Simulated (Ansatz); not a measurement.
Planning a GW calculation on YCrB4 (Pbam).

```xyz
24
Lattice="5.9720 0.0000 0.0000 0.0000 11.4600 0.0000 0.0000 0.0000 3.4610" Properties=species:S:1:pos:R:3 pbc="T T T"
Y     0.7412    1.7232    0.0000
Y     5.2308    9.7368    0.0000
Y     3.7272    4.0068    0.0000
Y     2.2448    7.4532    0.0000
Cr    0.7174    4.8336    0.0000
Cr    5.2546    6.6264    0.0000
Cr    3.7034    0.8964    0.0000
Cr    2.2686   10.5636    0.0000
B     1.6655    3.6290    1.7305
B     4.3065    7.8310    1.7305
B     4.6515    2.1010    1.7305
B     1.3205    9.3590    1.7305
B     2.8403    2.1914    1.7305
B     3.1317    9.2686    1.7305
B     5.8263    3.5386    1.7305
B     0.1457    7.9214    1.7305
B     2.3153    0.5334    1.7305
B     3.6567   10.9266    1.7305
B     5.3013    5.1966    1.7305
B     0.6707    6.2634    1.7305
B     2.1568    5.3571    1.7305
B     3.8152    6.1029    1.7305
B     5.1428    0.3729    1.7305
B     0.8292   11.0871    1.7305
```

Geometry: measured cell, ions relaxed with LDA. The runs that relaxed it are not among those shown. PAW set soft_2, made with PBE.

Runs so far (Ansatz 0.2.0, start LDA, default PAW files, 2×2×4 mesh). Times are wall times on 1 × NVIDIA H100 80GB HBM3 (shared by 6 runs) with 2 threads of AMD EPYC 7R13 (Zen 3), shared host, good to a factor of about two.

```csv
bands summed,cutoff (eV),gap on the mesh (eV),time
236,45,0.320,28 s
533,90,0.321,64 s
```

Q: What should the next rung give, with 1062 bands and screening to 150 eV, and where is the limit?

The error falls about as one over the bands when the cutoff rises with them. A line through the two highest rungs given predicts 0.322 eV; the run gave 0.338 eV, a miss of 0.016 eV, so the law fails here: the steps don't follow it yet. The two highest rungs put the limit near 0.355 eV, the pair below near 0.323 eV; neither can be trusted until a further rung is run.

Gaps are over the mesh's points; an edge off the mesh would be missed. Limits: not at the basis limit; mesh may overstate the screening; no spin polarisation; d states lean on the start; no spin-orbit coupling; coarse k mesh.

[Paths, hosts, dates, memory and timing lines, banners, echoed tables and standing remarks are left out of the program output.]

[Logs are printed without paths, hosts, clocks, repeated set-up lines and the standing remarks that a program may print on its own settings, such as how far it seeks lower states.]

[Runs of the session that timed out or met a known fault of the program may be left out.]

[Cells called generated may have been cut or substituted from an entry of the Crystallography Open Database or the Materials Project.]

[Hosts, paths, dates, database ids (printed as entryN), source tags and the programs' standing remarks are cut or masked in the printed files.]
